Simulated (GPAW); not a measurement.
## SrCl2 (Fm-3m): how ε∞ follows the gap

The empty bands of SrCl2 (Fm-3m) are shifted up rigidly by Δ, and ε∞ is computed for each shift.

The structure is cubic, space group Fm-3m (No. 225). The conventional cell has a = 6.977 Å, b = 6.977 Å, c = 6.977 Å, α = 90.00°, β = 90.00°, γ = 90.00°. Sr on site a is surrounded by 8 Cl at 3.02 Å. Cl on site c has 4 Sr at 3.02 Å as nearest neighbours.

Method: GPAW 26.7.0, PBE, RPA, k-mesh 8×8×8, local fields up to 50 eV, Lorentzian half width 0.15 eV.

Launch of the response step: `OMP_NUM_THREADS=1 python df.py`. The series took 5.9 min in all, its band step included, on 1 thread of Arm Neoverse V1, on a shared host.

```
Δ (eV)     ε∞
  0.00      ?
  0.40  2.664
  0.80  2.608
  1.20  2.555
  1.60  2.507
  2.00  2.461
```

With one effective transition at E₀ and fixed dipole strength, ε∞ − 1 = A/(E₀ + Δ), so 1/(ε∞ − 1) is linear in Δ.

Working, on the rows shown:

| x = Δ (eV) | y = 1/(ε∞ − 1) |
| --- | --- |
| 0.4 | 0.600962 |
| 0.8 | 0.621891 |
| 1.2 | 0.643087 |
| 1.6 | 0.66357 |
| 2 | 0.684463 |

Means: x̄ = 1.2, ȳ = 0.64279. Σ(x − x̄)(y − ȳ) = 0.08347, Σ(x − x̄)² = 1.6. Slope = 0.08347 / 1.6 = 0.05217; intercept = ȳ − slope · x̄ = 0.58019. Turned back into ε∞, the line misses the rows shown by at most 0.00071.

Q: What does the fit predict for the withheld row, and how well does it do?

A: At x = 0 the line gives y = 0.58019, that is 2.724. The run gave 2.726, so the extrapolation is off by 0.0024, 0.9 % of the range in the table.

Refitted with all rows, the slope is 0.05246 and the intercept 0.57976. These give E₀ = intercept/slope = 11.1 eV, far above the least direct gap of 5.52 eV: most of the screening comes from transitions well over the edge. Over the first step ε∞ falls by 6 % per eV. Excitons are left out; PBE gaps are as a rule too small. The values come from a sum over the points of one k-mesh and carry its error, which grows as the direct gap shrinks. Spin-orbit coupling is left out.

[Logs are printed without paths, hosts, clocks, repeated set-up lines and the standing remarks that a program may print on its own settings, such as how far it seeks lower states.]
